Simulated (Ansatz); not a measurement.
## CdAsPd3, from a guessed structure to a relaxed one

This structure for CdAsPd3 is made up. Its elements were placed in a known structure type with a cell scaled to their sizes. What cell does the guess relax to, and how far off was it?

Method: DFT, PBE, plane-wave PAW, default files, scalar-relativistic, no spin, cell and ions relaxed at zero pressure, in the first sound run; inputs show where later runs differ, in Ansatz 0.2.0.

**1. The starting structure**

The structure is cubic, space group Pm-3m (No. 221). Conventional cell: a = 4.283 Å, b = 4.283 Å, c = 4.283 Å, α = 90.00°, β = 90.00°, γ = 90.00°. Cd has 12 Pd at 3.03 Å nearest. Nearest to Pd lie 2 As at 2.14 Å and 8 Pd at 3.03 Å and 4 Cd at 3.03 Å. Nearest to As lie 6 Pd at 2.14 Å. Farther neighbours are not listed.

**2. Relaxing cell and atoms**

The guess takes its coordinates from another compound and its volume from a rule, so the cell and any free coordinates are relaxed together.

input.yaml

```yaml
crystal:
  lattice:
    - [4.283, 0.0, 0.0]
    - [0.0, 4.283, 0.0]
    - [0.0, 0.0, 4.283]
  atoms:
    - { symbol: Cd, position: [0.0, 0.0, 0.0] }
    - { symbol: Pd, position: [0.5, 0.5, 0.0] }
    - { symbol: Pd, position: [0.5, 0.0, 0.5] }
    - { symbol: Pd, position: [0.0, 0.5, 0.5] }
    - { symbol: As, position: [0.5, 0.5, 0.5] }
kpoints:
  mp_grid: { grid: [6, 6, 6] }
scf:
  occupations: { method: fermi_dirac, width: 0.05 }
hamiltonian:
  xc: pbe
  pseudopotentials: { kind: paw }
relax:
  f_tol: 0.015
  max_steps: 70
  cell: {}
output:
  forces: true
  stress: true
```

Started as:

```console
ansatz run input.yaml --threads 4 --pin off --max-ram 8192MiB --backend cpu --events-out ev --progress --plain --runs-dir out
```

Numbers of over 12 decimals in the logs are rounded to 6 here.

What it wrote:

```text
Engine: ansatz 0.2.0, aarch64-unknown-linux-gnu
Pseudopotentials: kind: paw
Pseudopotential: Cd, paw, valence charge 20, recommended cutoff 420 eV (normal), Cd.paw.azcp
Pseudopotential: Pd, paw, valence charge 18, recommended cutoff 420 eV (normal), Pd.paw.azcp
Pseudopotential: As, paw, valence charge 15, recommended cutoff 420 eV (normal), As.paw.azcp
Functional definition: PBE
  parameter kappa = 0.804
  parameter beta = 0.066725
  exchange = pbe_x(kappa = kappa, mu = beta*pi^2/3)
  correlation = pbe_c(beta = beta)
Crystal: 5 atoms, lattice volume = 78.568 Å³
Basis set: ecut = 420 eV, 1551 PW (Γ), exchange–correlation on 60×60×60 points (8 copies of the dense FFT grid, shifted against one another)
Bands: 54, of which v1, the nominal top of the filled ones, is band 45 counted from 1 (44 counted from 0)
Symmetry: 48 space group operations
Space group: Pm-3m (ITA 221), of the structure as read, at distance tolerance 4.3e-5 Å
k-points: 20 of 216
Non-local potential: Cd, projectors of the file, l = 0: 3, l = 1: 2, l = 2: 2, l = 3: 1
Non-local potential: Pd, projectors of the file, l = 0: 2, l = 1: 2, l = 2: 2, l = 3: 1
Non-local potential: As, projectors of the file, l = 0: 2, l = 1: 2, l = 2: 3, l = 3: 1
PAW form: soft (Blöchl's): semilocal exchange-correlation on the pseudo side does not see the compensation charge
PAW one-centre angular grid: Cd, 590 points (default); XC on 64 Gauss nodes
PAW one-centre angular grid: Pd, 590 points (default); XC on 64 Gauss nodes
PAW one-centre angular grid: As, 590 points (default); XC on 64 Gauss nodes
Initial density: superposition of atomic densities (neutral atoms: chi_scale 0, normalization atom), corrected by the library's trained network
Initial wavefunctions: pseudopotential atomic-orbital guess
Functional: x = pbe(κ = 0.804, μ = 0.219515), c = pbe(β = 0.066725)
SCF iter   1: F=—  HF=-34026.962378 eV  |F-HF|=—  |Δ(HF+E_count)|=         —  Δρ=3.45e-3  dr2=1.31e-2  ethr=1.77e-3  ⟨swp⟩=6.0  Hψ=4128  notcnv=0  defer=4
preconditioner: auto → Resta (q_TF=auto, 2.786 Å⁻¹)  ε∞=7.6  [insulator: Δε(μ)=0.190 eV  Ē_g=11.183 eV  σ=0.050 eV  W_gap=0.73  n_scr=26 (ndim 8)  ℏωp=28.7 eV  f_vac=0.000  D(μ)=1.49/eV (n_scr^D=6)  ε∞_Penn≈7.6]
SCF iter   2: F=—  HF=-34026.960545 eV  |F-HF|=—  |Δ(HF+E_count)|=   1.83e-3  Δρ=1.96e-3  dr2=4.71e-3  ethr=1.47e-5  ⟨swp⟩=1.6  Hψ=1295  notcnv=0  defer=28
SCF iter   3: F=—  HF=-34026.959635 eV  |F-HF|=—  |Δ(HF+E_count)|=   9.10e-4  Δρ=4.33e-4  dr2=2.57e-4  ethr=5.29e-6  ⟨swp⟩=2.0  Hψ=1500  notcnv=0  defer=28
SCF iter   4: F=—  HF=-34026.959438 eV  |F-HF|=—  |Δ(HF+E_count)|=   1.98e-4  Δρ=1.62e-4  dr2=8.39e-6  ethr=2.89e-7  ⟨swp⟩=2.0  Hψ=1577  notcnv=0  defer=28
SCF iter   5: F=—  HF=-34026.959501 eV  |F-HF|=—  |Δ(HF+E_count)|=   6.30e-5  Δρ=4.71e-5  dr2=1.09e-6  ethr=9.43e-9  ⟨swp⟩=2.0  Hψ=1526  notcnv=0  defer=28
SCF iter   6: F=-34026.959501 eV  HF=-34026.959501 eV  |F-HF|=1.66e-8  |Δ(HF+E_count)|=   2.56e-7  Δρ=1.05e-5  dr2=9.10e-8  ethr=1.12e-10  ⟨swp⟩=3.0  Hψ=3985  notcnv=0
SCF 1 converged in 6 iterations: F = -34026.959501 eV  dr2 = 9.10e-8
  greatest PAW one-centre occupation: 1.000 electrons in one spin orbital (limit 2), on the Cd atom at site 0 (counted from 0), in its partial waves of l = 0
relax step   1: F+E_penalty+E_count = -34026.95950083 eV  Δ(F+E_penalty+E_count) = +0.000e0 eV  max|allowed force component| = 3.113e-28 eV/Å  Δτ_max = 0.0000 Å  P = +44.635 GPa  Ω = 78.568 Å³  (6 SCF iters, dr2 threshold 1.00e-7 eV, accepted)
Crystal: 5 atoms, lattice volume = 90.628 Å³
Basis set: ecut = 420 eV, 1791 PW (Γ), exchange–correlation on 60×60×60 points (8 copies of the dense FFT grid, shifted against one another)
Initial density: handed on by an earlier stage of this run
Initial wavefunctions: those handed on with the density
iter 1 solved again at ethr=4.73e-4 eV; its pass at ethr=3.10e-3 eV (dr2=4.21e-1 eV) is discarded
SCF iter   1: F=—  HF=-34029.095167 eV  |F-HF|=—  |Δ(HF+E_count)|=         —  Δρ=1.65e-2  dr2=4.23e-1  ethr=4.73e-4  ⟨swp⟩=2.0  Hψ=5918  notcnv=0
preconditioner: auto → Resta (q_TF=auto, 2.720 Å⁻¹)  ε∞=8.0  [insulator: Δε(μ)=0.221 eV  Ē_g=10.134 eV  σ=0.050 eV  W_gap=0.80  n_scr=26 (ndim 8)  ℏωp=26.7 eV  f_vac=0.000  D(μ)=1.05/eV (n_scr^D=6)  ε∞_Penn≈8.0]
SCF iter   2: F=—  HF=-34029.016244 eV  |F-HF|=—  |Δ(HF+E_count)|=   7.89e-2  Δρ=8.61e-3  dr2=1.10e-1  ethr=4.73e-4  ⟨swp⟩=2.0  Hψ=1261  notcnv=0
SCF iter   3: F=—  HF=-34028.992750 eV  |F-HF|=—  |Δ(HF+E_count)|=   2.35e-2  Δρ=2.10e-3  dr2=4.42e-3  ethr=1.23e-4  ⟨swp⟩=2.0  Hψ=1960  notcnv=0  defer=60
SCF iter   4: F=—  HF=-34028.990337 eV  |F-HF|=—  |Δ(HF+E_count)|=   2.41e-3  Δρ=7.40e-4  dr2=5.72e-4  ethr=4.97e-6  ⟨swp⟩=2.0  Hψ=1815  notcnv=0  defer=60
SCF iter   5: F=—  HF=-34028.990236 eV  |F-HF|=—  |Δ(HF+E_count)|=   1.01e-4  Δρ=2.32e-4  dr2=4.03e-5  ethr=6.43e-7  ⟨swp⟩=2.0  Hψ=1450  notcnv=0  defer=60
SCF iter   6: F=—  HF=-34028.990088 eV  |F-HF|=—  |Δ(HF+E_count)|=   1.48e-4  Δρ=6.23e-5  dr2=3.62e-6  ethr=4.53e-8  ⟨swp⟩=2.0  Hψ=1483  notcnv=0  defer=60
SCF iter   7: F=-34028.990088 eV  HF=-34028.990088 eV  |F-HF|=1.74e-7  |Δ(HF+E_count)|=   5.62e-8  Δρ=1.74e-5  dr2=2.29e-7  ethr=5.62e-10  ⟨swp⟩=4.9  Hψ=4221  notcnv=0
SCF 2 converged in 7 iterations: F = -34028.990088 eV  dr2 = 2.29e-7
relax step   2: F+E_penalty+E_count = -34028.99008760 eV  Δ(F+E_penalty+E_count) = -2.031e0 eV  max|allowed force component| = 3.850e-29 eV/Å  Δτ_max = 0.0000 Å  P = +13.284 GPa  Ω = 90.628 Å³  energy of the carried Pulay correction = -6.183e-3 eV  (7 SCF iters, dr2 threshold 5.00e-7 eV, accepted)
Crystal: 5 atoms, lattice volume = 96.918 Å³
Basis set: ecut = 420 eV, 1863 PW (Γ), exchange–correlation on 60×60×60 points (8 copies of the dense FFT grid, shifted against one another)
iter 1 solved again at ethr=1.28e-4 eV; its pass at ethr=3.10e-3 eV (dr2=1.14e-1 eV) is discarded
SCF iter   1: F=—  HF=-34029.341213 eV  |F-HF|=—  |Δ(HF+E_count)|=         —  Δρ=8.33e-3  dr2=1.16e-1  ethr=1.28e-4  ⟨swp⟩=2.2  Hψ=5660  notcnv=0
preconditioner: auto → Resta (q_TF=auto, 2.690 Å⁻¹)  ε∞=8.2  [insulator: Δε(μ)=0.192 eV  Ē_g=9.649 eV  σ=0.050 eV  W_gap=0.74  n_scr=26 (ndim 8)  ℏωp=25.9 eV  f_vac=0.000  D(μ)=1.37/eV (n_scr^D=6)  ε∞_Penn≈8.2]
SCF iter   2: F=—  HF=-34029.320174 eV  |F-HF|=—  |Δ(HF+E_count)|=   2.10e-2  Δρ=4.35e-3  dr2=3.26e-2  ethr=1.28e-4  ⟨swp⟩=2.0  Hψ=1232  notcnv=0
SCF iter   3: F=—  HF=-34029.314192 eV  |F-HF|=—  |Δ(HF+E_count)|=   5.98e-3  Δρ=1.19e-3  dr2=9.26e-4  ethr=3.66e-5  ⟨swp⟩=2.0  Hψ=1559  notcnv=0
SCF iter   4: F=—  HF=-34029.313996 eV  |F-HF|=—  |Δ(HF+E_count)|=   1.96e-4  Δρ=3.52e-4  dr2=2.31e-4  ethr=1.04e-6  ⟨swp⟩=2.0  Hψ=1836  notcnv=0
SCF iter   5: F=—  HF=-34029.313634 eV  |F-HF|=—  |Δ(HF+E_count)|=   3.62e-4  Δρ=2.05e-4  dr2=8.63e-5  ethr=2.59e-7  ⟨swp⟩=2.0  Hψ=1273  notcnv=0
SCF iter   6: F=—  HF=-34029.313612 eV  |F-HF|=—  |Δ(HF+E_count)|=   2.21e-5  Δρ=4.15e-5  dr2=4.11e-6  ethr=9.70e-8  ⟨swp⟩=2.0  Hψ=1553  notcnv=0
SCF iter   7: F=-34029.313610 eV  HF=-34029.313610 eV  |F-HF|=6.05e-8  |Δ(HF+E_count)|=   1.33e-6  Δρ=1.22e-5  dr2=1.11e-7  ethr=5.62e-10  ⟨swp⟩=3.4  Hψ=4632  notcnv=0
SCF 3 converged in 7 iterations: F = -34029.313610 eV  dr2 = 1.11e-7
relax step   3: F+E_penalty+E_count = -34029.31361031 eV  Δ(F+E_penalty+E_count) = -3.235e-1 eV  max|allowed force component| = 3.592e-29 eV/Å  Δτ_max = 0.0000 Å  P = +3.882 GPa  Ω = 96.918 Å³  energy of the carried Pulay correction = -9.074e-3 eV  (7 SCF iters, dr2 threshold 5.00e-7 eV, accepted)
[...]
relax step   4: F+E_penalty+E_count = -34029.34904757 eV  Δ(F+E_penalty+E_count) = -3.544e-2 eV  max|allowed force component| = 2.811e-29 eV/Å  Δτ_max = 0.0000 Å  P = -0.870 GPa  Ω = 101.107 Å³  energy of the carried Pulay correction = -1.089e-2 eV  (7 SCF iters, dr2 threshold 5.00e-7 eV, accepted)
[...]
relax step   5: F+E_penalty+E_count = -34029.35165610 eV  Δ(F+E_penalty+E_count) = -2.609e-3 eV  max|allowed force component| = 5.874e-29 eV/Å  Δτ_max = 0.0000 Å  P = -0.041 GPa  Ω = 100.313 Å³  energy of the carried Pulay correction = -1.055e-2 eV  (6 SCF iters, dr2 threshold 5.00e-7 eV, accepted)
[...]
relax step   6: F+E_penalty+E_count = -34029.37705292 eV  Δ(F+E_penalty+E_count) = -2.540e-2 eV  max|allowed force component| = 1.470e-29 eV/Å  Δτ_max = 0.0000 Å  P = +0.545 GPa  Ω = 100.313 Å³  stress off target by 5.45e-1 GPa  SCF on the basis re-selected at this cell (its energy is not comparable with the rows above)  (7 SCF iters)
[...]
relax step   7: F+E_penalty+E_count = -34029.37784233 eV  Δ(F+E_penalty+E_count) = -7.894e-4 eV  max|allowed force component| = 1.748e-28 eV/Å  Δτ_max = 0.0000 Å  P = +0.056 GPa  Ω = 100.831 Å³  energy of the carried Pulay correction = -1.784e-4 eV  (6 SCF iters, dr2 threshold 5.00e-7 eV, accepted)
[...]
relax step   8: F+E_penalty+E_count = -34029.37783295 eV  Δ(F+E_penalty+E_count) = +9.379e-6 eV  max|allowed force component| = 5.356e-29 eV/Å  Δτ_max = 0.0000 Å  P = +0.004 GPa  Ω = 100.887 Å³  energy of the carried Pulay correction = -1.983e-4 eV  (6 SCF iters, dr2 threshold 7.79e-9 eV, accepted)
iter 1 solved again at ethr=4.26e-8 eV; its pass at ethr=3.10e-3 eV (dr2=3.79e-5 eV) is discarded
SCF iter   1: F=—  HF=-34029.377964 eV  |F-HF|=—  |Δ(HF+E_count)|=         —  Δρ=5.86e-5  dr2=9.46e-8  ethr=4.26e-8  ⟨swp⟩=3.1  Hψ=6621  notcnv=0
preconditioner: auto → Resta (q_TF=auto, 2.672 Å⁻¹)  ε∞=8.3  [insulator: Δε(μ)=0.153 eV  Ē_g=9.361 eV  σ=0.050 eV  W_gap=0.64  n_scr=26 (ndim 8)  ℏωp=25.3 eV  f_vac=0.000  D(μ)=1.74/eV (n_scr^D=6)  ε∞_Penn≈8.3]
SCF iter   2: F=—  HF=-34029.378007 eV  |F-HF|=—  |Δ(HF+E_count)|=   4.32e-5  Δρ=2.97e-5  dr2=2.48e-8  ethr=1.06e-10  ⟨swp⟩=2.0  Hψ=1975  notcnv=0
SCF iter   3: F=—  HF=-34029.378013 eV  |F-HF|=—  |Δ(HF+E_count)|=   6.17e-6  Δρ=2.77e-6  dr2=3.00e-10  ethr=2.79e-11  ⟨swp⟩=2.4  Hψ=1339  notcnv=0
iter 4 did not close the SCF: its close was put off for the readings that it lacked (scf_convergence_deferred on its scf_iter line)
SCF iter   4: F=-34029.378013 eV  HF=-34029.378013 eV  |F-HF|=7.28e-12  |Δ(HF+E_count)|=   5.06e-8  Δρ=2.44e-7  dr2=2.09e-11  ethr=1.00e-12  ⟨swp⟩=2.0  Hψ=1346  notcnv=0
iter 5 did not close the SCF: its close was put off for the readings that it lacked (scf_convergence_deferred on its scf_iter line)
SCF iter   5: F=-34029.378013 eV  HF=-34029.378013 eV  |F-HF|=7.28e-12  |Δ(HF+E_count)|=  2.18e-11  Δρ=1.10e-7  dr2=4.34e-12  ethr=1.00e-12  ⟨swp⟩=1.0  Hψ=1080  notcnv=0
iter 6 did not close the SCF: its close was put off for the readings that it lacked (scf_convergence_deferred on its scf_iter line)
SCF iter   6: F=-34029.378013 eV  HF=-34029.378013 eV  |F-HF|=7.28e-12  |Δ(HF+E_count)|=  7.28e-12  Δρ=2.20e-8  dr2=3.41e-13  ethr=1.00e-12  ⟨swp⟩=1.0  Hψ=1080  notcnv=0
iter 7 did not close the SCF: its close was put off for the readings that it lacked (scf_convergence_deferred on its scf_iter line)
SCF iter   7: F=-34029.378013 eV  HF=-34029.378013 eV  |F-HF|=0.00e0  |Δ(HF+E_count)|=    0.00e0  Δρ=6.47e-9  dr2=4.94e-14  ethr=1.00e-12  ⟨swp⟩=1.0  Hψ=1080  notcnv=0
SCF iter   8: F=-34029.378013 eV  HF=-34029.378013 eV  |F-HF|=0.00e0  |Δ(HF+E_count)|=  7.28e-12  Δρ=1.62e-9  dr2=3.81e-15  ethr=1.00e-12  ⟨swp⟩=1.2  Hψ=2245  notcnv=0
SCF 9 converged in 8 iterations: F = -34029.378013 eV  dr2 = 3.81e-15
relax step   9: F+E_penalty+E_count = -34029.37801290 eV  Δ(F+E_penalty+E_count) = -1.799e-4 eV  max|allowed force component| = 1.651e-29 eV/Å  Δτ_max = 0.0000 Å  P = -0.001 GPa  Ω = 100.887 Å³  stress off target by 8.57e-4 GPa  SCF on the basis re-selected at this cell (its energy is not comparable with the rows above)  (8 SCF iters)
basis re-selected at this cell: Δ(F+E_penalty+E_count) = -1.799e-4 eV, ΔP = -0.005 GPa vs the last step (what re-selecting the basis moved, of the pressure what is left beyond the Pulay correction that the steps carried, after the strain that the cell walked since its last selection, with what the two solves' SCF thresholds leave and, on support functions, any second-order correction that the steps lacked; it is no m [...]
SCF converged after 8 iterations
Free energy (F): -34029.378013 eV
Harris-Foulkes:  -34029.378013 eV  (|F-HF|=0.00e0)
Internal energy: -34029.362706 eV  (E = F + TS)
E sigma→0 (E₀):  -34029.370359 eV
Entropy (-TS):   -0.015307 eV (-3.061 meV/atom)
Fermi energy:    13.494582 eV
--- Per-component energies (eV) ---
  E_band       = -1363.252845
  E_kinetic    = 2151.385920
  E_local      = -11855.597602  (includes V_loc(G=0)·N_el)
  E_nonlocal   = 19.643942
  E_hartree    = 5279.309152
  E_xc         = -759.633797
  E_vxc        = -932.529528  (∫ρ·V_xc dr)
  E_paw        = -17174.695122  (= ΣΔE_a)
  E_vpaw       = -1304.774563  (= ΣTr[D̂ρ^β])
  E_aug_tail   = 0.000685  (compensation charges beyond the density's cutoff)
  E_ewald      = -11689.775883
  E_smearing   = -0.015307  (= −TS)
  E_closure    = -0.000000  (closes the sum)
  Σ components = -34029.378013   (vs F -34029.378013, Δ=0.00e0)
--- Forces (eV/Å), atoms counted from 1 ---
  atom   1  Cd     0.00000000     0.00000000     0.00000000
  atom   2  Pd     0.00000000     0.00000000     0.00000000
  atom   3  Pd     0.00000000    -0.00000000     0.00000000
  atom   4  Pd     0.00000000     0.00000000     0.00000000
  atom   5  As    -0.00000000     0.00000000    -0.00000000
  max |Σ_I F_I| component: 2.41e-29 eV/Å
--- Stress (GPa, compression-positive) ---
       -0.000857       0.000000       0.000000
        0.000000      -0.000857       0.000000
        0.000000       0.000000      -0.000857
  P = ⅓ Tr σ = -0.0009 GPa (-0.009 kbar)
--- Relaxed structure (7 steps of the walk, 7 accepted, 2 SCFs on fresh bases) ---
  F+E_penalty+E_count = -34029.37801290 eV   max|allowed force component| = 1.651e-29 eV/Å   (the final SCF, on the basis selected at the relaxed cell)
  cell:  # Å, volume = 100.8875 Å³
    - [4.655279, 0, 0]
    - [0, 4.655279, 0]
    - [0, 0, 4.655279]
  atoms:
    - { symbol: Cd, position: [0, 0, 0] }
    - { symbol: Pd, position: [0.5, 0.5, 0] }
    - { symbol: Pd, position: [0.5, 0, 0.5] }
    - { symbol: Pd, position: [0, 0.5, 0.5] }
    - { symbol: As, position: [0.5, 0.5, 0.5] }
```

Elapsed: 12 s, on 4 threads of Arm Neoverse V1, shared host; peak memory 0.5 GiB.

Relaxation path:

```tsv
step	energy less that of the first step (eV)	largest force component (eV/Å)	pressure (GPa)	volume (Å³)
1	0.0000	0.0000	44.63	78.57
2	-2.0306	0.0000	13.28	90.63
3	-2.3541	0.0000	3.88	96.92
4	-2.3895	0.0000	-0.87	101.11
5	-2.3922	0.0000	-0.04	100.31
6*	-2.4176	0.0000	0.54	100.31
7	-2.4183	0.0000	0.06	100.83
8	-2.4183	0.0000	0.00	100.89
9*	-2.4185	0.0000	0.00	100.89
```

Relaxation steps marked * repeat the geometry before them on a plane-wave basis chosen anew for their cell, so energy and pressure can jump there.

Forces are held to the 48 operations that the run works with; a distortion that breaks them can't arise in this run.

```tsv
conventional cell, symmetrised	before	after	change
a (Å)	4.283	4.655	+8.7 %
b (Å)	4.283	4.655	+8.7 %
c (Å)	4.283	4.655	+8.7 %
volume (Å³/atom)	15.71	20.18	+28.4 %
```

Final coordinates:

```cif
data_structure
_symmetry_space_group_name_H-M 'P 1'
_symmetry_Int_Tables_number 1
_cell_length_a 4.6553
_cell_length_b 4.6553
_cell_length_c 4.6553
_cell_angle_alpha 90.000
_cell_angle_beta 90.000
_cell_angle_gamma 90.000
_cell_volume 100.89
loop_
_atom_site_label
_atom_site_type_symbol
_atom_site_fract_x
_atom_site_fract_y
_atom_site_fract_z
_atom_site_occupancy
Cd1 Cd 0.00000 0.00000 0.00000 1
Pd2 Pd 0.50000 0.50000 0.00000 1
Pd3 Pd 0.50000 0.00000 0.50000 1
Pd4 Pd 0.00000 0.50000 0.50000 1
As5 As 0.50000 0.50000 0.50000 1
```

This step gave:

| Quantity | Value |
| --- | --- |
| free energy | -34029.3780 eV |
| energy at zero smearing | -34029.3704 eV |
| smearing term TS | 0.01531 eV |
| Fermi energy | 13.49 eV |
| electrons | 89 |
| symmetry operations | 48 |
| pressure | -8.57e-4 GPa |

The shortest distance of each pair, which need not be the same contact before and after:

```tsv
pair	guess (Å)	relaxed (Å)
As–Pd	2.142	2.328
Cd–Pd	3.029	3.292
Pd–Pd	3.029	3.292
As–Cd	3.709	4.032
Cd–Cd	4.283	4.655
```

The relaxation ends with a pressure of 0.00 GPa.

[end of part 1 of 2]

[Logs are printed without paths, hosts, clocks, repeated set-up lines and the standing remarks that a program may print on its own settings, such as how far it seeks lower states.]

[Hosts, paths, dates, database ids (printed as entryN), source tags and the programs' standing remarks are cut or masked in the printed files.]
